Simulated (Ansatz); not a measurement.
# Work function of Al(111): what the settings cost and change

How thick a slab and how much vacuum does the work function of Al(111) need?

Main program and level: Ansatz 0.2.0; plane-wave DFT, PBE, Ansatz PAW.

**What experiment says.**

For Al (clean (111) face, a compiled value), “Properties of real metallic surfaces: Effects of density functional semilocality and van der Waals nonlocality” (2017, arxiv:1702.08515) quotes earlier work: work function (clean (111) face, a compiled value) 4.32 eV.

Most raw output is cut from this account.

## (1) The starting structure

The cell holds 1 atom: 1 Al. Its edges and angles: a = 2.864 Å, b = 2.864 Å, c = 18.000 Å, α = 90.0°, β = 90.0°, γ = 60.0°. Vacuum lies along c.

## (2) Slab, setting 1 layer

A work function rests on the faint tail of the density, so the SCF threshold is tight. The slab grows from one layer, at fixed mesh and 18 Å of vacuum; then the vacuum is varied on one slab.

Input file input.yaml:

```yaml
crystal:
  lattice:
    - [2.8637824638, 0.0, 0.0]
    - [1.4318912319, 2.4801083646, 0.0]
    - [0.0, 0.0, 18.0]
  atoms:
    - { symbol: Al, position: [0.6666666667, 0.6666666667, 0.5] }
kpoints:
  mp_grid: { grid: [16, 16, 1] }
hamiltonian:
  xc: pbe
scf:
  occupations: { method: fermi_dirac, width: 0.1 }
  convergence: { dr2_threshold: 1.0e-09 }
efield:
  axis: 3
  dipole_correction: true
  ramp_position: 0.97
  ramp_width: 0.06
output:
  write_potential: true
  write_density: true
  volumetric_format: npy
  elf: true
```

The run is started by

```
ansatz run input.yaml --threads 2 --pin off --max-ram 3072MiB --backend cpu --events-out ev --progress --plain --runs-dir out
```

It took 3.1 s on 2 threads of Intel Xeon 6975P-C (Granite Rapids), shared host; peak memory 0.38 GiB.

This step gave:

| Property | Result |
| --- | --- |
| energy at zero smearing | -536.7054 eV |
| work function, upper face | 4.312 eV |

Running mean over 2.338 Å of the planar mean; the ramp of the sawtooth is left out. Electron's electrostatic potential energy less the Fermi level against z:

| z (Å) | electron's electrostatic potential energy less the Fermi level (eV) |
| --- | --- |
| 2.88 | 4.31 |
| 3.17 | 4.31 |
| 3.60 | 4.31 |
| 3.89 | 4.31 |
| 4.18 | 4.31 |
| 4.46 | 4.31 |
| 4.90 | 4.30 |
| 5.18 | 4.29 |
| 5.47 | 4.28 |
| 5.90 | 4.22 |
| 6.19 | 4.12 |
| 6.48 | 3.94 |
| 6.91 | 3.31 |
| 7.20 | 2.42 |
| 7.49 | 1.15 |
| 7.78 | -0.245 |
| 8.21 | -2.30 |
| 8.50 | -3.46 |
| 8.78 | -4.13 |
| 9.22 | -4.13 |
| 9.50 | -3.46 |
| 9.79 | -2.30 |
| 10.22 | -0.245 |
| 10.51 | 1.15 |
| 10.80 | 2.42 |
| 11.09 | 3.31 |
| 11.52 | 3.94 |
| 11.81 | 4.12 |
| 12.10 | 4.22 |
| 12.53 | 4.28 |
| 12.82 | 4.29 |
| 13.10 | 4.30 |
| 13.54 | 4.31 |
| 13.82 | 4.31 |
| 14.11 | 4.31 |
| 14.40 | 4.31 |
| 14.83 | 4.31 |
| 15.12 | 4.31 |

Electrostatic potential energy in the ca plane at fractional y = 0.667, with atoms of Al within 0.2 Å of it. With pseudopotentials it is smooth inside the atoms' cores, unlike the true potential.

Values in eV, 5 rows by 16 columns, each cell a mean:
```
  2   2   2   2   2   2   0 -12 -14  -1   2   2   2   2   2   2
  2   2   2   2   2   2   0 -13 -13  -2   1   2   2   2   2   2
  2   2   2   2   2   2   0 -12 -14  -1   2   2   2   2   2   2
  2   2   2   2   2   2   1  -4  -5   1   2   2   2   2   2   2
  2   2   2   2   2   2   1  -4  -5   1   2   2   2   2   2   2
```
Columns run along c (18.0 Å; values clipped at the 3rd and 97th percentile), rows up along a (2.9 Å). Atoms in or near the plane, at fractional coordinates: Al at (0.50, 0.67).

ELF in the ca plane at fractional y = 0.667, with atoms of Al within 0.2 Å of it. It is the smooth field of the valence electrons, not physical close to the nuclei.

Values, 5 rows by 16 columns, each cell a mean:
```
0.00 0.00 0.00 0.00 0.00 0.05 0.38 0.52 0.45 0.46 0.08 0.01 0.00 0.00 0.00 0.00
0.00 0.00 0.00 0.00 0.00 0.06 0.44 0.42 0.39 0.52 0.10 0.01 0.00 0.00 0.00 0.00
0.00 0.00 0.00 0.00 0.00 0.05 0.38 0.52 0.45 0.46 0.08 0.01 0.00 0.00 0.00 0.00
0.00 0.00 0.00 0.00 0.00 0.04 0.26 0.64 0.68 0.33 0.06 0.00 0.00 0.00 0.00 0.00
0.00 0.00 0.00 0.00 0.00 0.04 0.26 0.64 0.68 0.33 0.06 0.00 0.00 0.00 0.00 0.00
```
Columns run along c (18.0 Å), rows up along a (2.9 Å). Atoms in or near the plane, at fractional coordinates: Al at (0.50, 0.67).

Valence density in the ca plane at fractional y = 0.667, with atoms of Al within 0.2 Å of it. It is the smooth field of the valence electrons, not physical close to the nuclei.

Ten even steps from '0' (0.00 e/Å³) to '9' (0.22 e/Å³), each cell a mean:
```
00000000000000000024777763100000000000000000
00000000000000000025644563100000000000000000
00000000000000000025533463100000000000000000
00000000000000000024654663100000000000000000
00000000000000000014788852100000000000000000
00000000000000000013699852100000000000000000
00000000000000000013689742100000000000000000
00000000000000000013699852100000000000000000
```
Columns run along c (18.0 Å), rows up along a (2.9 Å). Atoms in or near the plane, at fractional coordinates: Al at (0.50, 0.67).

The work function is 4.312 eV.

## (3) Slab, 2 atoms

System of this step: Al(111). The cell holds 2 atoms: 2 Al. Cell: a = 2.864 Å, b = 2.864 Å, c = 20.338 Å, α = 90.0°, β = 90.0°, γ = 60.0°. Vacuum lies along c.

input.yaml, the sections that differ from step 2:

```yaml
crystal:
  lattice:
    - [2.8637824638, 0.0, 0.0]
    - [1.4318912319, 2.4801083646, 0.0]
    - [0.0, 0.0, 20.3382685902]
  atoms:
    - { symbol: Al, position: [0.6666666667, 0.6666666667, 0.4425155445] }
    - { symbol: Al, position: [0.0, 0.0, 0.5574844555] }
output:
  write_potential: true
  write_density: true
  volumetric_format: npy
# kpoints, hamiltonian, scf, efield: as in step 2
```

Run time: 4.1 s. Hardware: 2 threads; peak memory 0.42 GiB.

The work function is 4.227 eV, -0.086 eV from the run “1 layer”, at 1.5 times its CPU time.

## (4) Slab, 3 atoms

System of this step: Al(111). The cell holds 3 atoms: 3 Al. Cell: a = 2.864 Å, b = 2.864 Å, c = 22.677 Å, α = 90.0°, β = 90.0°, γ = 60.0°. Vacuum lies along c.

input.yaml, the sections that differ from step 3:

```yaml
crystal:
  lattice:
    - [2.8637824638, 0.0, 0.0]
    - [1.4318912319, 2.4801083646, 0.0]
    - [0.0, 0.0, 22.6765371804]
  atoms:
    - { symbol: Al, position: [0.3333333333, 0.3333333333, 0.396885994] }
    - { symbol: Al, position: [0.6666666667, 0.6666666667, 0.5] }
    - { symbol: Al, position: [0.0, 0.0, 0.603114006] }
# kpoints, hamiltonian, scf, efield, output: as in step 3
```

Run time: 5.7 s. Hardware: 2 threads; peak memory 0.42 GiB; 8.6 s of CPU time.

The work function is 3.893 eV, -0.334 eV from the run “2 layers”, at 1.5 times its CPU time.

## (5) Run, 4 atoms

System of this step: Al(111). The cell holds 4 atoms: 4 Al. Cell: a = 2.864 Å, b = 2.864 Å, c = 25.015 Å, α = 90.0°, β = 90.0°, γ = 60.0°. Vacuum lies along c.

input.yaml, the sections that differ from step 4:

```yaml
crystal:
  lattice:
    - [2.8637824638, 0.0, 0.0]
    - [1.4318912319, 2.4801083646, 0.0]
    - [0.0, 0.0, 25.0148057707]
  atoms:
    - { symbol: Al, position: [0.0, 0.0, 0.3597869231] }
    - { symbol: Al, position: [0.3333333333, 0.3333333333, 0.4532623077] }
    - { symbol: Al, position: [0.6666666667, 0.6666666667, 0.5467376923] }
    - { symbol: Al, position: [0.0, 0.0, 0.6402130769] }
# kpoints, hamiltonian, scf, efield, output: as in step 4
```

Run time: 5.7 s. Hardware: 2 threads; peak memory 0.43 GiB.

The work function is 4.044 eV, +0.151 eV from the run “3 layers”, at 1.0 times its CPU time.

## (6) Run, 5 atoms

System of this step: Al(111). The cell holds 5 atoms: 5 Al. Cell: a = 2.864 Å, b = 2.864 Å, c = 27.353 Å, α = 90.0°, β = 90.0°, γ = 60.0°. Vacuum lies along c.

input.yaml, the sections that differ from step 5:

```yaml
crystal:
  lattice:
    - [2.8637824638, 0.0, 0.0]
    - [1.4318912319, 2.4801083646, 0.0]
    - [0.0, 0.0, 27.3530743609]
  atoms:
    - { symbol: Al, position: [0.6666666667, 0.6666666667, 0.329030656] }
    - { symbol: Al, position: [0.0, 0.0, 0.414515328] }
    - { symbol: Al, position: [0.3333333333, 0.3333333333, 0.5] }
    - { symbol: Al, position: [0.6666666667, 0.6666666667, 0.585484672] }
    - { symbol: Al, position: [0.0, 0.0, 0.670969344] }
# kpoints, hamiltonian, scf, efield, output: as in step 5
```

Wall time 8 s (2 threads); peak memory 0.44 GiB; 12 s of CPU time.

The work function is 4.120 eV, +0.076 eV from the run “4 layers”, at 1.3 times its CPU time.

## (7) Slab, 6 atoms

System of this step: Al(111). The cell holds 6 atoms: 6 Al. Its edges and angles: a = 2.864 Å, b = 2.864 Å, c = 29.691 Å, α = 90.0°, β = 90.0°, γ = 60.0°. Vacuum lies along c.

input.yaml, the sections that differ from step 6:

```yaml
crystal:
  lattice:
    - [2.8637824638, 0.0, 0.0]
    - [1.4318912319, 2.4801083646, 0.0]
    - [0.0, 0.0, 29.6913429511]
  atoms:
    - { symbol: Al, position: [0.3333333333, 0.3333333333, 0.303118657] }
    - { symbol: Al, position: [0.6666666667, 0.6666666667, 0.3818711942] }
    - { symbol: Al, position: [0.0, 0.0, 0.4606237314] }
    - { symbol: Al, position: [0.3333333333, 0.3333333333, 0.5393762686] }
    - { symbol: Al, position: [0.6666666667, 0.6666666667, 0.6181288058] }
    - { symbol: Al, position: [0.0, 0.0, 0.696881343] }
# kpoints, hamiltonian, scf, efield, output: as in step 6
```

The job ended after 11 s (2 threads; peak memory 0.46 GiB).

The work function is 4.054 eV, -0.066 eV from the run “5 layers”, at 1.3 times its CPU time.

## (8) Run, 8 atoms

System of this step: Al(111). The cell holds 8 atoms: 8 Al. Cell: a = 2.864 Å, b = 2.864 Å, c = 34.368 Å, α = 90.0°, β = 90.0°, γ = 60.0°. Vacuum lies along c.

input.yaml, the sections that differ from step 7:

```yaml
crystal:
  lattice:
    - [2.8637824638, 0.0, 0.0]
    - [1.4318912319, 2.4801083646, 0.0]
    - [0.0, 0.0, 34.3678801315]
  atoms:
    - { symbol: Al, position: [0.6666666667, 0.6666666667, 0.2618724217] }
    - { symbol: Al, position: [0.0, 0.0, 0.3299088727] }
    - { symbol: Al, position: [0.3333333333, 0.3333333333, 0.3979453236] }
    - { symbol: Al, position: [0.6666666667, 0.6666666667, 0.4659817745] }
    - { symbol: Al, position: [0.0, 0.0, 0.5340182255] }
    - { symbol: Al, position: [0.3333333333, 0.3333333333, 0.6020546764] }
    - { symbol: Al, position: [0.6666666667, 0.6666666667, 0.6700911273] }
    - { symbol: Al, position: [0.0, 0.0, 0.7381275783] }
# kpoints, hamiltonian, scf, efield, output: as in step 7
```

Elapsed: 14 s, on 2 threads; peak memory 0.51 GiB; 24 s of CPU time.

The work function is 4.098 eV, +0.044 eV from the run “6 layers”, at 1.5 times its CPU time.

## (9) Run, 10 atoms

System of this step: Al(111). The cell holds 10 atoms: 10 Al. Its edges and angles: a = 2.864 Å, b = 2.864 Å, c = 39.044 Å, α = 90.0°, β = 90.0°, γ = 60.0°. Vacuum lies along c.

input.yaml, the sections that differ from step 8:

```yaml
crystal:
  lattice:
    - [2.8637824638, 0.0, 0.0]
    - [1.4318912319, 2.4801083646, 0.0]
    - [0.0, 0.0, 39.044417312]
  atoms:
    - { symbol: Al, position: [0.0, 0.0, 0.2305067054] }
    - { symbol: Al, position: [0.3333333333, 0.3333333333, 0.2903941042] }
    - { symbol: Al, position: [0.6666666667, 0.6666666667, 0.350281503] }
    - { symbol: Al, position: [0.0, 0.0, 0.4101689018] }
    - { symbol: Al, position: [0.3333333333, 0.3333333333, 0.4700563006] }
    - { symbol: Al, position: [0.6666666667, 0.6666666667, 0.5299436994] }
    - { symbol: Al, position: [0.0, 0.0, 0.5898310982] }
    - { symbol: Al, position: [0.3333333333, 0.3333333333, 0.649718497] }
    - { symbol: Al, position: [0.6666666667, 0.6666666667, 0.7096058958] }
    - { symbol: Al, position: [0.0, 0.0, 0.7694932946] }
# kpoints, hamiltonian, scf, efield, output: as in step 8
```

The job ended after 20 s (2 threads; peak memory 0.54 GiB; 34 s of CPU time).

The work function is 4.032 eV, -0.066 eV from the run “8 layers”, at 1.4 times its CPU time.

## (10) Slab, 13 atoms

System of this step: Al(111). The cell holds 13 atoms: 13 Al. Cell: a = 2.864 Å, b = 2.864 Å, c = 46.059 Å, α = 90.0°, β = 90.0°, γ = 60.0°. Vacuum lies along c.

input.yaml, the sections that differ from step 9:

```yaml
crystal:
  lattice:
    - [2.8637824638, 0.0, 0.0]
    - [1.4318912319, 2.4801083646, 0.0]
    - [0.0, 0.0, 46.0592230826]
  atoms:
    - { symbol: Al, position: [0.0, 0.0, 0.1954006038] }
    - { symbol: Al, position: [0.3333333333, 0.3333333333, 0.2461671698] }
    - { symbol: Al, position: [0.6666666667, 0.6666666667, 0.2969337359] }
    - { symbol: Al, position: [0.0, 0.0, 0.3477003019] }
    - { symbol: Al, position: [0.3333333333, 0.3333333333, 0.3984668679] }
    - { symbol: Al, position: [0.6666666667, 0.6666666667, 0.449233434] }
    - { symbol: Al, position: [0.0, 0.0, 0.5] }
    - { symbol: Al, position: [0.3333333333, 0.3333333333, 0.550766566] }
    - { symbol: Al, position: [0.6666666667, 0.6666666667, 0.6015331321] }
    - { symbol: Al, position: [0.0, 0.0, 0.6522996981] }
    - { symbol: Al, position: [0.3333333333, 0.3333333333, 0.7030662641] }
    - { symbol: Al, position: [0.6666666667, 0.6666666667, 0.7538328302] }
    - { symbol: Al, position: [0.0, 0.0, 0.8045993962] }
# kpoints, hamiltonian, scf, efield, output: as in step 9
```

The job ended after 31 s (2 threads; peak memory 0.71 GiB).

The work function is 4.041 eV, +0.008 eV from the run “10 layers”, at 1.6 times its CPU time.

## (11) Run, 7 atoms

System of this step: Al(111). The cell holds 7 atoms: 7 Al. Its edges and angles: a = 2.864 Å, b = 2.864 Å, c = 24.030 Å, α = 90.0°, β = 90.0°, γ = 60.0°. Vacuum lies along c.

input.yaml, the sections that differ from step 10:

```yaml
crystal:
  lattice:
    - [2.8637824638, 0.0, 0.0]
    - [1.4318912319, 2.4801083646, 0.0]
    - [0.0, 0.0, 24.0296115413]
  atoms:
    - { symbol: Al, position: [0.0, 0.0, 0.2080766055] }
    - { symbol: Al, position: [0.3333333333, 0.3333333333, 0.3053844036] }
    - { symbol: Al, position: [0.6666666667, 0.6666666667, 0.4026922018] }
    - { symbol: Al, position: [0.0, 0.0, 0.5] }
    - { symbol: Al, position: [0.3333333333, 0.3333333333, 0.5973077982] }
    - { symbol: Al, position: [0.6666666667, 0.6666666667, 0.6946155964] }
    - { symbol: Al, position: [0.0, 0.0, 0.7919233945] }
# kpoints, hamiltonian, scf, efield, output: as in step 10
```

Elapsed: 8.5 s, on 2 threads; peak memory 0.45 GiB.

The work function is 4.031 eV. The program marks this work function as in doubt.

## (12) Slab, 7 atoms

The cell differs from the one that the last finished run ended in (c 24.030 → 28.030 Å).

input.yaml, the sections that differ from step 11:

```yaml
crystal:
  lattice:
    - [2.8637824638, 0.0, 0.0]
    - [1.4318912319, 2.4801083646, 0.0]
    - [0.0, 0.0, 28.0296115413]
  atoms:
    - { symbol: Al, position: [0.0, 0.0, 0.2497358905] }
    - { symbol: Al, position: [0.3333333333, 0.3333333333, 0.3331572604] }
    - { symbol: Al, position: [0.6666666667, 0.6666666667, 0.4165786302] }
    - { symbol: Al, position: [0.0, 0.0, 0.5] }
    - { symbol: Al, position: [0.3333333333, 0.3333333333, 0.5834213698] }
    - { symbol: Al, position: [0.6666666667, 0.6666666667, 0.6668427396] }
    - { symbol: Al, position: [0.0, 0.0, 0.7502641095] }
# kpoints, hamiltonian, scf, efield, output: as in step 11
```

Wall time 10 s (2 threads); peak memory 0.47 GiB; 15 s of CPU time.

The work function is 4.039 eV, +0.007 eV from the run “7 layers, 10 Å of vacuum”, at 1.1 times its CPU time.

## (13) Slab, 7 atoms (run 2)

The cell differs from the one that the last finished run ended in (c 28.030 → 40.030 Å).

input.yaml, the sections that differ from step 12:

```yaml
crystal:
  lattice:
    - [2.8637824638, 0.0, 0.0]
    - [1.4318912319, 2.4801083646, 0.0]
    - [0.0, 0.0, 40.0296115413]
  atoms:
    - { symbol: Al, position: [0.0, 0.0, 0.3247595842] }
    - { symbol: Al, position: [0.3333333333, 0.3333333333, 0.3831730561] }
    - { symbol: Al, position: [0.6666666667, 0.6666666667, 0.4415865281] }
    - { symbol: Al, position: [0.0, 0.0, 0.5] }
    - { symbol: Al, position: [0.3333333333, 0.3333333333, 0.5584134719] }
    - { symbol: Al, position: [0.6666666667, 0.6666666667, 0.6168269439] }
    - { symbol: Al, position: [0.0, 0.0, 0.6752404158] }
# kpoints, hamiltonian, scf, efield, output: as in step 12
```

The job ended after 15 s (2 threads; peak memory 0.54 GiB; 25 s of CPU time).

The work function is 4.039 eV, +0.000 eV from the run “7 layers, 14 Å of vacuum”, at 1.6 times its CPU time.

## (14) Comparing the runs

Times are for 2 threads of Intel Xeon 6975P-C (Granite Rapids), shared host. Results by setting:

| no. | setting | work function, upper face (eV) | time | memory (GiB) |
| --- | --- | --- | --- | --- |
| 1 | 1 layer | 4.312 | 3.1 s | 0.38 |
| 2 | 2 layers | 4.227 | 4.1 s | 0.42 |
| 3 | 3 layers | 3.893 | 5.7 s | 0.42 |
| 4 | 4 layers | 4.044 | 5.7 s | 0.43 |
| 5 | 5 layers | 4.120 | 8 s | 0.44 |
| 6 | 6 layers | 4.054 | 11 s | 0.46 |
| 7 | 8 layers | 4.098 | 14 s | 0.51 |
| 8 | 10 layers | 4.032 | 20 s | 0.54 |
| 9 | 13 layers | 4.041 | 31 s | 0.71 |
| 10 | 7 layers, 10 Å of vacuum | 4.031 | 8.5 s | 0.45 |
| 11 | 7 layers, 14 Å of vacuum | 4.039 | 10 s | 0.47 |
| 12 | 7 layers, 26 Å of vacuum | 4.039 | 15 s | 0.54 |

## (15) A changed input

System of this step: Al(111) monolayer. The cell holds 1 atom: 1 Al. Cell: a = 2.864 Å, b = 2.864 Å, c = 18.000 Å, α = 90.0°, β = 90.0°, γ = 60.0°. Vacuum lies along c.

An input spoilt on purpose, to show how the run answers: it repeats the earlier run “1 layer” with efield.axis from 3 to 0, and scf.max_iter set to 50; its output block differs too.

input.yaml, the sections that differ from step 13:

```yaml
crystal:
  lattice:
    - [2.8637824638, 0.0, 0.0]
    - [1.4318912319, 2.4801083646, 0.0]
    - [0.0, 0.0, 18.0]
  atoms:
    - { symbol: Al, position: [0.6666666667, 0.6666666667, 0.5] }
scf:
  occupations: { method: fermi_dirac, width: 0.1 }
  convergence: { dr2_threshold: 1.0e-09 }
  max_iter: 50
efield:
  axis: 0
  dipole_correction: true
  ramp_position: 0.97
  ramp_width: 0.06
# kpoints, hamiltonian, output: as in step 13
```

Wall time 0.03 s (2 threads); peak memory 0.06 GiB.

The program refused the input before any cycle.

The program's message: “Error: invalid value for `efield.axis`: must be in [1, 3]; got 0”

The fault put into the input: an axis of 0, outside the range 1 to 3.

## (16) Outcome

```
work function, 1 layer   : 4.312 eV
work function, 3 layers  : 3.893 eV
work function, 6 layers  : 4.054 eV
work function, 13 layers : 4.041 eV
```

What this shows: The thickest slab gives 4.04 eV, and the settings tried spread the value from 3.89 to 4.31 eV. At 18 Å of vacuum, the slabs from 10 layers on stay within 0.01 eV of the thickest. Beyond two layers the value swings up and down with thickness, as is usual where quantum-well states cross the Fermi level; the levels were not examined here. Going from 10 to 26 Å of vacuum moves it by 0.008 eV. The program marks the value as in doubt in “7 layers, 10 Å of vacuum”. The ladder's slabs use the tabulated experimental lattice constant (two decimals; a low-temperature value for the alkali metals). In 1 run of the series (7 layers, 10 Å of vacuum) the program warns that electrons reach the sawtooth's ramp, which makes dipole and work function less sure.

Computed beside measured:

| quantity | measured | 13 layers |
| --- | --- | --- |
| work function (clean (111) face, a compiled value) (eV) | 4.32 | 4.04 (-0.28 eV) |

Measured values from arxiv:1702.08515 (2017).

How well it matches: The work function is off by -0.28 eV: fair agreement. The grades are ours: good and fair within 3 and 7 % for the work function. No cell relaxation is part of this session.

[Logs are printed without paths, hosts, clocks, repeated set-up lines and the standing remarks that a program may print on its own settings, such as how far it seeks lower states.]

[Hosts, paths, dates, database ids (printed as entryN), source tags and the programs' standing remarks are cut or masked in the printed files.]

[Maps of the electrostatic potential energy from Ansatz leave out the sawtooth potential of an applied field or a dipole correction, so their vacuum need not be flat; planar profiles and work functions include it.]
